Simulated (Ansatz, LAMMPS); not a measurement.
# Elastic response of glassy 81SiO2-7Na2O-7CaO-4ZnO (mol %) (78 atoms): runs compared

Aim: relax glassy 81SiO2-7Na2O-7CaO-4ZnO (mol %) (78 atoms), then change its volume and shape to read moduli from the stress.

Computed with Ansatz 0.2.0: Kohn-Sham DFT, PBEsol, PAW (set soft_2), plane waves.

### Step 1. The cell as built

The cell holds 78 atoms: 22 Si, 4 Na, 2 Ca, 1 Zn and 49 O. Cell: a = 10.098 Å, b = 10.098 Å, c = 10.098 Å, α = 90.0°, β = 90.0°, γ = 90.0°. 78 atoms (22 Si, 4 Na, 2 Ca, 1 Zn, 49 O) placed at random at 2.4 g/cm³, melted at 4000 K for 10 ps at fixed volume with the Morse and Coulomb pair potential with partial charges (Pedone, Malavasi, Menziani, Cormack and Segre, J. Phys. Chem. B 110, 11780 (2006)). Quenched from 4000 K to 300 K at 300 K/ps and fixed volume, held 10 ps at zero pressure.

Limits known from the start: The quench rate of 300 K/ps far exceeds what a furnace or splat quench reaches, so expect more defects and frozen-in strain than in a real sample. The starting topology of bonds comes from the classical model, and needn't be the one that DFT or experiment would give. Only the Γ point is sampled.

### Step 2. The reference run

The reference is a single point at the end of the relaxation.

Every strained cell starts from the geometry of this run, and its atoms are relaxed with the cell held.

Its input, with most atom lines left out:

```yaml
crystal:
  lattice:
    - [10.18194, -0.23726, 0.31553]
    - [-0.23726, 10.05704, 0.14509]
    - [0.31553, 0.14509, 9.80297]
  atoms:
    - { symbol: Si, position: [0.44045, 0.41183, 0.27013] }
    - { symbol: Si, position: [0.43601, 0.77842, 0.87142] }
    - { symbol: Si, position: [0.40892, 0.11257, 0.26706] }
    - { symbol: Si, position: [0.41444, 0.06498, 0.95992] }
    - { symbol: Si, position: [0.97587, 0.94125, 0.34485] }
    - { symbol: Si, position: [0.17307, 0.25828, 0.93267] }
    - { symbol: Si, position: [0.9157, 0.23868, 0.43645] }
    [... atom lines 8 to 78 left out ...]
kpoints:
  mp_grid: { grid: [1, 1, 1] }
hamiltonian:
  xc: pbesol
scf:
  occupations: { method: fixed }
output:
  forces: true
  stress: true
  populations: intrinsic
  dos:
    method: { smearing: { sigma: 0.15 } }
    de: 0.1
    projected: { site_lists: { Ca: [Ca], Na: [Na], O: [O], Si: [Si], Zn: [Zn] } }
  eigenvalues: true
  write_density: true
  write_potential: true
  volumetric_format: npy
```

* free energy per atom: -692.4378 eV/atom
* r.m.s. force component: 0.00391 eV/Å
* pressure: -0.005108 GPa

Filled and empty levels are parted by 3.20 eV (at Γ alone); a semilocal functional tends to put such gaps too low. In a disordered cell it changes from sample to sample, and tail or defect levels can set it.

### Step 3. The runs

Each row is one run, on 4 threads of Intel Xeon Platinum 8488C (Sapphire Rapids), shared host. The free energy is the program's total, comparable only between runs with the same functional, potentials and atoms.

| run | atoms | outcome | ionic steps, all passes | free energy (eV) | time | host memory (GiB) |
| --- | --- | --- | --- | --- | --- | --- |
| Single point at the start | 78 | converged | - | -54001.362 | 11 s | 1.3 |
| Cell and atoms relaxed | 78 | converged | 30 | -54010.146 | 3.2 min | 1.3 |
| Single point at the relaxed geometry | 78 | converged | - | -54010.146 | 9.1 s | 1.4 |
| Volume -3 % | 78 | converged | 9 | -54009.973 | 50 s | 1.4 |
| Volume +3 % | 78 | converged | 6 | -54009.972 | 34 s | 1.4 |
| Volume -6 % | 78 | converged | 11 | -54009.429 | 59 s | 1.4 |
| Volume +6 % | 78 | converged | 12 | -54009.526 | 71 s | 1.4 |
| Volume -10 % | 78 | converged | 16 | -54008.060 | 89 s | 1.3 |
| Stretched by 1 % along x | 78 | converged | 7 | -54010.105 | 39 s | 1.4 |
| Compressed by 1 % along x | 78 | converged | 6 | -54010.109 | 36 s | 1.4 |
| Sheared by 2 % in xy | 78 | converged | 6 | -54010.085 | 32 s | 1.4 |

In some runs the program notes that the SCF threshold is loose for the stress.

### Step 4. Pressure against volume

Atoms are relaxed at each volume, in the scaled cell.

| volume change (%) | volume (Å³/atom) | energy change (meV/atom) | pressure (GPa) | largest move on relaxing (Å) | bonds | gap (eV) |
| --- | --- | --- | --- | --- | --- | --- |
| -10 | 11.562 | 26.75 | 7.08 | 0.41 | 128 | 3.62 |
| -6 | 12.076 | 9.18 | 3.97 | 0.25 | 127 | 3.44 |
| -3 | 12.461 | 2.22 | 1.86 | 0.12 | 126 | 3.32 |
| +0 | 12.847 | 0.00 | -0.01 | - | 125 | 3.20 |
| +3 | 13.232 | 2.23 | -1.70 | 0.09 | 124 | 3.11 |
| +6 | 13.617 | 7.94 | -3.18 | 0.24 | 123 | 3.02 |

### Step 5. Uniaxial strain and shear

Stress (GPa, compression positive) less that of the relaxed cell, atoms relaxed:

| strain | xx | yy | zz | xy | energy change (meV/atom) |
| --- | --- | --- | --- | --- | --- |
| stretched by 1 % along x | -1.237 | -0.359 | -0.316 | -0.026 | 0.52 |
| compressed by 1 % along x | 1.222 | 0.363 | 0.324 | 0.023 | 0.48 |
| sheared by 2 % in xy | -0.072 | -0.055 | 0.119 | -0.862 | 0.79 |

### Step 6. Outcome

The bulk modulus, from the slope of pressure against ln V over the three points nearest the relaxed volume, is 59.3 GPa; a quadratic over all points gives a pressure derivative of about 2.6. The count of bonds runs from 123 to 128 over the series, so at some points contacts cross the cutoffs. The gap goes from 3.62 eV at the smallest volume to 3.02 eV at the largest, -3.7 eV per unit of ln V by a straight line, on the run's k-points. In the Cartesian axes of the cell, finite differences give C11 = 123, C12 = 36.1, C13 = 32.0 and C66 = 43.1 GPa (the shear of 2 % is the engineering strain, εxy = 0.01). The mean of C11, C12 and C13, which equals the bulk modulus in a cubic or isotropic solid, is 63.7 GPa: it agrees with the bulk modulus within 10 %. For an isotropic solid C66 would equal (C11 − C12)/2 = 43.4 GPa; so small a sample needn't be isotropic, and C66 rests on one shear. With the bulk modulus and C66 as K and G, Young's modulus would be about 104 GPa and Poisson's ratio 0.21.

**Limits.** Strains are finite and relaxations stop at the force tolerance of the input, which can leave moduli too stiff; they are those of a static cell at zero temperature. Volumes are changed with the cell's shape held, so in an anisotropic solid the modulus lies over the one under free hydrostatic load. The program notes that the SCF threshold of the relaxations is loose for the stress.

The DFT runs together took 10 min of wall time.

[Logs are printed without paths, hosts, clocks, repeated set-up lines and the standing remarks that a program may print on its own settings, such as how far it seeks lower states.]

[Hosts, paths, dates, database ids (printed as entryN), source tags and the programs' standing remarks are cut or masked in the printed files.]
